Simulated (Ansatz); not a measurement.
The compound is KCoF3 (Pm-3m).

Symmetry: Pm-3m, No. 221, cubic system. The conventional cell has a = 4.071 Å, b = 4.071 Å, c = 4.071 Å, α = 90.00°, β = 90.00°, γ = 90.00°. Nearest to K lie 12 F at 2.88 Å. Co has 6 F at 2.04 Å nearest. Nearest to F lie 2 Co at 2.04 Å and 4 K at 2.88 Å. Farther neighbours and most contacts between anions are not listed.

```
K Co F
1.0
    -4.07100    0.00000    0.00000
     0.00000    0.00000   -4.07100
     0.00000   -4.07100    0.00000
K Co F
1 1 3
Direct
  0.00000 0.00000 0.00000
  0.50000 0.50000 0.50000
  0.00000 0.50000 0.50000
  0.50000 0.00000 0.50000
  0.50000 0.50000 0.00000
```

The cell and positions come from the Crystallography Open Database and are kept as given unless a step says otherwise. The program's search for lower electronic states was switched off, so nothing shows that the state found is the lowest. PAW set soft_2, made with PBE.

A constrained-RPA run (Ansatz 0.2.0; non-magnetic LDA; Co d, bands v4 to c1, 6×6×6 mesh, medium accuracy) builds 5 functions on bands 2.2 eV wide, with 7.0 electrons in the window. The bare on-site interaction is 22.6 eV and the bare J 0.77 eV.

Question: Estimate U, U′ and J.

On the Co d shell, U = 7.67 eV (34 % of the bare value), U′ = 6.41 eV, J = 0.64 eV.

The parent state is non-magnetic and the interaction static (zero frequency); U depends on the window and the orbitals, so it belongs to this model alone.

[Paths, hosts, dates, memory and timing lines, banners, echoed tables and standing remarks are left out of the program output.]

[Logs are printed without paths, hosts, clocks, repeated set-up lines and the standing remarks that a program may print on its own settings, such as how far it seeks lower states.]

[Runs of the session that timed out or met a known fault of the program may be left out.]

[Hosts, paths, dates, database ids (printed as entryN), source tags and the programs' standing remarks are cut or masked in the printed files.]
